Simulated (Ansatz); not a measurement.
**1T-CoBrI monolayer in a perpendicular field**

What dipole does a perpendicular field induce in the 1T-CoBrI monolayer? A positive field points along +c.

Program: Ansatz 0.2.0. Level of theory: plane-wave DFT, PBE-D3(BJ), Ansatz PAW (set soft_1); PAW set soft_1. Results are calculated unless marked as measured.

Report form: the programs' logs are mostly left out.

### Step 1. Starting point

The cell holds 3 atoms: 1 I, 1 Co and 1 Br. Its edges and angles: a = 3.680 Å, b = 3.680 Å, c = 36.363 Å, α = 90.0°, β = 90.0°, γ = 120.0°. Vacuum lies along c.

### Step 2. Relaxation

The starting cell is a guess, so the in-plane lattice and the atoms are relaxed first, with the slab cut off from its images along the normal.

Contents of input.yaml:

```yaml
crystal:
  lattice:
    - [3.680201, 0.0, 0.0]
    - [-1.8401005, 3.187147557, 0.0]
    - [0.0, 0.0, 36.3626390714]
  atoms:
    - { symbol: I, position: [0.6666666667, 0.3333333333, 0.4633877087] }
    - { symbol: Co, position: [0.0, 0.0, 0.5049295303], spin: 3.0 }
    - { symbol: Br, position: [0.3333333333, 0.6666666667, 0.5366122913] }
  periodic: [true, true, false]
magnetization:
  spin_polarized: true
kpoints:
  mp_grid: { grid: [12, 12, 1] }
hamiltonian:
  xc: pbe
  dispersion: d3bj
  pseudopotentials: { kind: paw, azcp: { folder: soft_1 } }
scf:
  occupations: { method: fermi_dirac, width: 0.05 }
  convergence: { dr2_threshold: 1.0e-09 }
relax:
  f_tol: 0.004
  max_steps: 90
  cell: {}
output:
  write_potential: true
  write_density: true
  volumetric_format: npy
```

Launch:

```console
ansatz run input.yaml --threads 4 --pin off --max-ram 6144MiB --backend cpu --events-out ev --progress --plain --runs-dir out
```

It took 98 s on 4 threads of Arm Neoverse V1, shared host; peak memory 0.94 GiB.

Relaxation path:

```tsv
step	energy less that of the first step (eV)	largest force component (eV/Å)	volume (Å³)
1	0.0000	1.1713	426.51
2	-0.0709	0.4644	421.69
3	-0.0976	0.3190	428.95
4	-0.1083	0.0582	434.27
5	-0.1086	0.0002	433.86
6*	-0.1089	0.0003	433.86
```

Relaxation steps marked * repeat the geometry before them on a plane-wave basis chosen anew for their cell, so energy and pressure can jump there.

The run keeps the 6 symmetry operations that it works with, so distortions that break them were not tested.

```tsv
cell as run	before	after	change
a (Å)	3.680	3.712	+0.9 %
b (Å)	3.680	3.712	+0.9 %
```

The atoms that moved most (Å, along periodic axes as changes of fractional coordinates times the final cell, across vacuum about the mean position):

```tsv
atom	dx	dy	dz	length
Br3	0.000	0.000	0.113	0.113
Co2	0.000	0.000	-0.075	0.075
I1	0.000	0.000	-0.038	0.038
```

Final coordinates:

```
I Co Br
1.0
     3.71177    0.00000    0.00000
    -1.85588    3.21449    0.00000
     0.00000    0.00000   36.36264
I Co Br
1 1 1
Direct
  0.66667 0.33333 0.46235
  0.00000 0.00000 0.50286
  0.33333 0.66667 0.53972
```

This step gave:

| Property | Result |
| --- | --- |
| energy at zero smearing | -15423.3641 eV |
| total moment | 1.002 μB |
| site moments | -0.008205, 0.9367, 0.02638 μB |

Site moment by atom:

```tsv
atom	site moment (μB)
I1	-0.008
Co2	0.937
Br3	0.026
```

The lattice constant a goes from 3.680 to 3.712 Å.

### Step 3. Atoms held, field 0

A sawtooth potential applies the field, turning back in the middle of the vacuum. With the dipole correction the typed value is the field outside the slab. The induced dipole is small, so the SCF threshold is tight.

The cell differs from the one that the last finished run ended in (c 36.363 → 20.813 Å).

Contents of input.yaml:

```yaml
crystal:
  lattice:
    - [3.7117681384, 0.0, 0.0]
    - [-1.8558840692, 3.2144855008, 0.0]
    - [0.0, 0.0, 20.8132775373]
  atoms:
    - { symbol: I, position: [0.6666666667, 0.3333333333, 0.4324162777], spin: -0.01 }
    - { symbol: Co, position: [0.0, 0.0, 0.5031908992], spin: 0.94 }
    - { symbol: Br, position: [0.3333333333, 0.6666666667, 0.5675837223], spin: 0.03 }
magnetization:
  spin_polarized: true
kpoints:
  mp_grid: { grid: [18, 18, 1] }
  band_path:
    path: [[0, 0, 0], [0.5, 0, 0], [0.33333333, 0.33333333, 0], [0, 0, 0]]
    npoints: 16
hamiltonian:
  xc: pbe
  dispersion: d3bj
  pseudopotentials: { kind: paw, azcp: { folder: soft_1 } }
scf:
  occupations: { method: fermi_dirac, width: 0.02585 }
  convergence: { dr2_threshold: 1.0e-10 }
efield:
  axis: 3
  dipole_correction: true
  ramp_position: 0.97
  ramp_width: 0.06
  amplitude: 0
output:
  dos: { projected: true, e_range: [-6, 5] }
  write_potential: true
  write_density: true
  volumetric_format: npy
  elf: true
```

The job ended after 31 s (4 threads; peak memory 0.87 GiB; 1.8 min of CPU time).

This step gave:

```yaml
energy_at_zero_smearing: -15423.3637 eV
total_moment: 1.000 μB
site_moments: -0.007723, 0.9342, 0.02570 μB
work_function_upper_face: 5.206 eV
work_function_lower_face: 4.440 eV
dipole_along_the_normal: -0.05047 e·Å
step_between_the_vacuum_levels: 0.7654 eV
```

Running mean over a fixed 2.7 Å (it still follows the layers) of the planar mean; the ramp of the sawtooth is left out. Table of electron's electrostatic potential energy less the Fermi level by z:

```tsv
z (Å)	electron's electrostatic potential energy less the Fermi level (eV)
2.89	4.44
3.32	4.44
3.76	4.44
4.05	4.44
4.48	4.44
4.91	4.44
5.35	4.43
5.78	4.40
6.07	4.35
6.50	4.13
6.94	3.30
7.37	1.52
7.80	-0.476
8.24	-2.48
8.53	-3.67
8.96	-5.35
9.39	-6.81
9.83	-7.26
10.26	-7.15
10.55	-7.20
10.98	-6.83
11.42	-5.65
11.85	-3.91
12.29	-2.08
12.57	-0.938
13.01	0.995
13.44	3.14
13.88	4.58
14.31	5.05
14.74	5.16
15.03	5.19
15.47	5.20
15.90	5.20
16.33	5.21
16.77	5.21
17.06	5.21
17.49	5.21
17.92	5.21
```

The density of states has structure finer than the step of the table below, so its rows give means over 0.2 eV, whole bins alone (the curve runs from -6 to 1.99 eV). Peaks (eV: height): total -5.17: 15.6, -1.07: 9.79, -0.84: 10.9, -0.79: 10.8, -0.46: 18.3, -0.38: 10.9, -0.32: 12.6; up -5.17: 11.1, -3.82: 7.15, -1.07: 9.79, -0.93: 6.75, -0.84: 7.82, -0.27: 5.47, 0.04: 6.15; down -5.12: 7.40, -3.38: 7.81, -0.71: 7.84, -0.46: 17.0, -0.38: 9.74, -0.32: 9.61, 1.25: 9.12.

Density of states against energy, zero at the Fermi level; means over each step; values in states/eV a cell:

```tsv
energy (eV)	total	up	down
-5.8	2.04	1.09	0.946
-5.6	1.15	0.563	0.586
-5.4	1.97	1.07	0.900
-5.2	7.64	4.10	3.54
-5.0	2.13	0.931	1.20
-4.8	1.31	0.627	0.683
-4.6	1.15	0.595	0.557
-4.4	1.16	0.612	0.550
-4.2	1.57	0.892	0.682
-4.0	4.33	3.04	1.30
-3.8	6.01	4.27	1.74
-3.6	3.94	1.64	2.30
-3.4	5.18	1.28	3.90
-3.2	3.67	2.01	1.66
-3.0	3.52	1.44	2.08
-2.8	2.73	1.09	1.64
-2.6	2.19	0.905	1.28
-2.4	2.24	0.971	1.27
-2.2	2.60	1.11	1.48
-2.0	0.704	0.264	0.440
-1.8	0.377	0.139	0.238
-1.6	0.217	0.0468	0.170
-1.4	2.50	2.49	0.0149
-1.2	2.89	2.89	0
-1.0	5.96	5.72	0.240
-0.8	7.80	3.56	4.24
-0.6	1.84	0	1.84
-0.4	10.4	1.62	8.83
-0.2	2.52	2.28	0.240
0.0	3.31	3.31	0
0.2	2.41	2.41	0
0.4	0.507	0.507	0
0.6	0.140	0.140	0
0.8	2.28	0	2.28
1.0	2.04	0	2.04
1.2	4.73	0	4.73
1.4	1.16	0	1.16
1.6	0	0	0
```

Projected DOS per atom over height of the atomic layer and energy from the Fermi level. Layers: I Co Br from below.

Ten even steps from '0' (0.0 states/eV) to '9' (5.8 states/eV), each cell a mean:
```
000
010
030
010
000
120
090
070
070
020
000
101
101
211
212
113
213
000
000
303
101
100
```
Columns: height of the atomic layer (Å) from 9 to 11.8; rows upwards: energy from the Fermi level (eV) from -5.96 to 1.96.

Projected DOS per atom, spin up over height of the atomic layer and energy from the Fermi level. Layers: I Co Br from below.

Values in states/eV, 22 rows by 3 columns, each cell a mean:
```
0.00 0.00 0.00
0.00 0.00 0.00
0.00 0.00 0.00
0.01 0.01 0.00
0.36 0.49 0.17
0.71 1.49 0.49
0.36 1.05 0.28
0.11 2.03 0.19
0.13 3.89 0.20
0.04 1.47 0.06
0.04 0.05 0.05
0.41 0.11 0.39
0.39 0.18 0.35
0.57 0.27 0.42
0.85 0.36 0.49
0.58 0.80 0.99
0.80 0.86 1.39
0.21 0.14 0.30
0.23 0.11 0.27
0.93 0.24 1.11
0.44 0.15 0.40
0.43 0.18 0.23
```
Columns: height of the atomic layer (Å) from 9 to 11.8; rows upwards: energy from the Fermi level (eV) from -5.96 to 1.96.

Projected DOS per atom, spin down over height of the atomic layer and energy from the Fermi level. Layers: I Co Br from below.

Values in states/eV, 22 rows by 3 columns, each cell a mean:
```
0.0 0.0 0.0
0.2 0.6 0.1
0.5 2.2 0.4
0.2 1.1 0.1
0.0 0.0 0.0
0.0 0.0 0.0
0.2 4.8 0.2
0.1 2.6 0.1
0.0 0.2 0.0
0.0 0.0 0.0
0.1 0.0 0.1
0.6 0.1 0.5
0.6 0.2 0.4
1.0 0.4 0.5
0.8 0.5 1.3
0.6 0.3 1.2
0.5 0.2 0.7
0.2 0.1 0.3
0.3 0.1 0.3
1.0 0.2 1.2
0.4 0.1 0.3
0.4 0.2 0.2
```
Columns: height of the atomic layer (Å) from 9 to 11.8; rows upwards: energy from the Fermi level (eV) from -5.96 to 1.96.

Deep bands are left out, so band numbers here count from the lowest band kept and differ from the log's. Electronic bands along the path, in eV, zero at the Fermi level; # counts the bands kept:

```tsv
point	up #8	up #9	up #10	up #11	down #7	down #8	down #9	down #10
Γ	-1.40	-1.03	0.58	0.58	-0.83	-0.83	-0.58	1.48
halfway	-0.91	-0.79	-0.36	0.26	-0.86	-0.46	-0.32	0.83
M	-1.10	-0.99	0.14	0.28	-0.93	-0.51	-0.48	1.30
halfway	-1.05	-0.93	-0.24	0.09	-0.73	-0.50	-0.43	0.91
K	-0.93	-0.86	-0.47	-0.05	-0.72	-0.46	-0.37	0.80
halfway	-0.90	-0.81	-0.26	-0.12	-0.75	-0.44	-0.35	0.88
Γ	-1.40	-1.03	0.58	0.58	-0.83	-0.83	-0.58	1.48
```

Spin density in the ca plane at fractional y = 0.000, with atoms of Co within 0.2 Å of it.

Values in units of 1e-1 e/Å³, 6 rows by 16 columns, each cell a mean:
```
0.0 0.0 0.0 0.0 0.0 0.0 0.0 0.0 4.1 3.2 0.0 0.0 0.0 0.0 0.0 0.0
0.0 0.0 0.0 0.0 0.0 0.0 0.0 0.0 0.1 0.1 0.0 0.0 0.0 0.0 0.0 0.0
0.0 0.0 0.0 0.0 0.0 0.0 0.0 0.0 0.0 0.0 0.0 0.0 0.0 0.0 0.0 0.0
0.0 0.0 0.0 0.0 0.0 0.0 0.0 0.0 0.0 0.0 0.0 0.0 0.0 0.0 0.0 0.0
0.0 0.0 0.0 0.0 0.0 0.0 0.0 0.0 0.4 0.4 0.0 0.0 0.0 0.0 0.0 0.0
0.0 0.0 0.0 0.0 0.0 0.0 0.0 0.0 7.2 5.4 0.0 0.0 0.0 0.0 0.0 0.0
```
Columns run along c (16.0 Å, from fractional 0.08 to 0.85 of the cell), rows up along a (3.7 Å). Atoms in or near the plane, at fractional coordinates: Co at (0.50, 0.00).

Valence density in the ca plane at fractional y = 0.000, with atoms of Co within 0.2 Å of it. It is the smooth field of the valence electrons, not physical close to the nuclei.

Ten steps, logarithmic in the rise over the least value, from '0' (0 e/Å³) to '9' (41 e/Å³), each cell a mean:
```
00000000000000000000012687310000000000000000
00000000000000000000001343100000000000000000
00000000000000000000111111100000000000000000
00000000000000000001111000111000000000000000
00000000000000000001111000111100000000000000
00000000000000000001111000111100000000000000
00000000000000000001111100011000000000000000
00000000000000000000011222100000000000000000
00000000000000000000002575210000000000000000
00000000000000000000013798410000000000000000
```
Columns run along c (16.0 Å, from fractional 0.08 to 0.85 of the cell), rows up along a (3.7 Å). Atoms in or near the plane, at fractional coordinates: Co at (0.50, 0.00).

Electrostatic potential energy in the ca plane at fractional y = 0.000, with atoms of Co within 0.2 Å of it. With pseudopotentials it is smooth inside the atoms' cores, unlike the true potential.

Ten even steps from '0' (-25 eV) to '9' (4 eV), each cell a mean:
```
99999999999999999830000689999999999999999999
99999999999999998862003799999999999999999999
99999999999999887777667889999999999999999999
99999999999999876678888878999999999999999999
99999999999999865578998777899999999999999999
99999999999999865578888777899999999999999999
99999999999999877778788888999999999999999999
99999999999999988875236889999999999999999999
99999999999999999850001789999999999999999999
99999999999999999820000589999999999999999999
```
Columns run along c (16.0 Å, from fractional 0.15 to 0.92 of the cell; values clipped at the 3rd and 97th percentile), rows up along a (3.7 Å). Atoms in or near the plane, at fractional coordinates: Co at (0.50, 0.00).

The work function of the upper face is 5.21 eV.

### Step 4. Single point, field 0.1 V/Å

input.yaml, as its differences from that of step 3:

```diff
@@ -26,7 +26,6 @@
   dipole_correction: true
-  ramp_position: 0.97
-  ramp_width: 0.06
-  amplitude: 0
+  ramp_position: 0.9471
+  ramp_width: 0.0966
+  amplitude: 0.1
 output:
-  dos: { projected: true, e_range: [-6, 5] }
   write_potential: true
@@ -34,2 +33 @@
   volumetric_format: npy
-  elf: true
```

The job ended after 30 s (4 threads; peak memory 0.87 GiB; 1.9 min of CPU time).

The dipole is -0.0176 e·Å, 0.0329 e·Å from its value without field.

### Step 5. Single point, field -0.1 V/Å

input.yaml, as its differences from that of step 4:

```diff
@@ -28,3 +28,3 @@
   ramp_width: 0.0966
-  amplitude: 0.1
+  amplitude: -0.1
 output:
```

Run time: 30 s. Hardware: 4 threads; peak memory 0.87 GiB; 1.9 min of CPU time.

The dipole is -0.0833 e·Å, -0.0328 e·Å from its value without field.

### Step 6. Response, atoms held

This step: plane-wave DFT, PBE-D3(BJ), Ansatz PAW (set soft_1); response to a field along the normal, atoms held; PAW set soft_1 (Ansatz 0.2.0).

The dipoles give the slope, and the difference of two potentials shows where the field is screened.

Numbers from this step:

| Quantity | Value |
| --- | --- |
| equivalent conductor thickness p/(ε₀AE) | 4.981 Å |
| distance between the outer atoms | 2.813 Å |

Table of dipole of the cell by applied field:

```tsv
applied field (V/Å)	dipole of the cell (e·Å)
-0.1000	-0.0833
0.0000	-0.0505
0.1000	-0.0176
```

The total moment stays at 1 μB for applied field from -0.1 to 0.1 V/Å.

Local field over the applied field, running mean. From the potentials at -0.1 and 0.1 V/Å; running mean over 2.5 Å. Local field over applied field against z:

```tsv
z (Å)	local field over applied field
4.5	0.997
5.0	0.992
5.5	0.978
6.0	0.944
6.5	0.870
7.0	0.740
7.5	0.576
8.0	0.400
8.5	0.237
9.0	0.125
9.5	0.0804
10.0	0.0650
10.5	0.0662
11.0	0.0942
11.5	0.147
12.0	0.244
12.5	0.395
13.0	0.570
13.5	0.735
14.0	0.868
14.5	0.946
15.0	0.980
15.5	0.993
16.0	0.998
16.5	0.999
```

Electrons, planar mean, per unit field. Table of induced electron density by z:

z (Å), induced electron density (e/Å³ per V/Å) and a bar from the least value:
```
      4.5    0.00001 ###############
      5.0    0.00004 ###############
      5.5    0.00010 ################
      6.0    0.00028 #################
      6.5    0.00069 ###################
      7.0    0.00160 #######################
      7.5    0.00295 ##############################
      8.0    0.00306 ##############################
      8.5    0.00119 #####################
      9.0    0.00105 ####################
      9.5   -0.00010 ###############
     10.0   -0.00113 ##########
     10.5   -0.00006 ###############
     11.0    0.00101 ####################
     11.5   -0.00060 ############
     12.0   -0.00136 #########
     12.5   -0.00274 ##
     13.0   -0.00317 
     13.5   -0.00171 #######
     14.0   -0.00070 ############
     14.5   -0.00026 ##############
     15.0   -0.00009 ###############
     15.5   -0.00003 ###############
     16.0   -0.00001 ###############
     16.5    0.00000 ###############
```

By hand: between -0.1 and 0.1 V/Å the dipole changes by 0.06569 e·Å, a slope of 0.3285 e·Å²/V. A perfect conductor of thickness t has p = ε₀AEt, so t = 180.95 × 0.3285 / 11.931 = 4.98 Å (e/ε₀ = 180.95 V·Å, A in Å²).

The induced dipole is that of a conductor 4.98 Å thick.

### Step 7. Results

| Property | Result |
| --- | --- |
| gap without field | none |
| work function, upper face | 5.21 eV |
| step between the vacuum levels | 0.765 eV |
| equivalent conductor thickness, atoms held | 4.98 Å |

What this shows: The induced dipole equals that of a perfect conductor 4.98 Å thick, while the outer atoms lie 2.81 Å apart. The two faces differ: the vacuum level above lies 0.77 eV higher than the one below. There is no gap over 0.03 eV, with or without the field. For an open d or f shell that can be the fault of a semilocal functional without a Hubbard term. The magnetic order is the one reached from the typed start; other orders were not compared. Spin-orbit coupling is left out, which matters for the bands of elements this heavy.

[Logs are printed without paths, hosts, clocks, repeated set-up lines and the standing remarks that a program may print on its own settings, such as how far it seeks lower states.]

[Hosts, paths, dates, database ids (printed as entryN), source tags and the programs' standing remarks are cut or masked in the printed files.]

[Maps of the electrostatic potential energy from Ansatz leave out the sawtooth potential of an applied field or a dipole correction, so their vacuum need not be flat; planar profiles and work functions include it.]

[The density of states shown here was stored with 400 of the rows of the run's finer table, so its peaks can read low, often by over a quarter, or be missed, and its means over a window can be off by a tenth or more.]
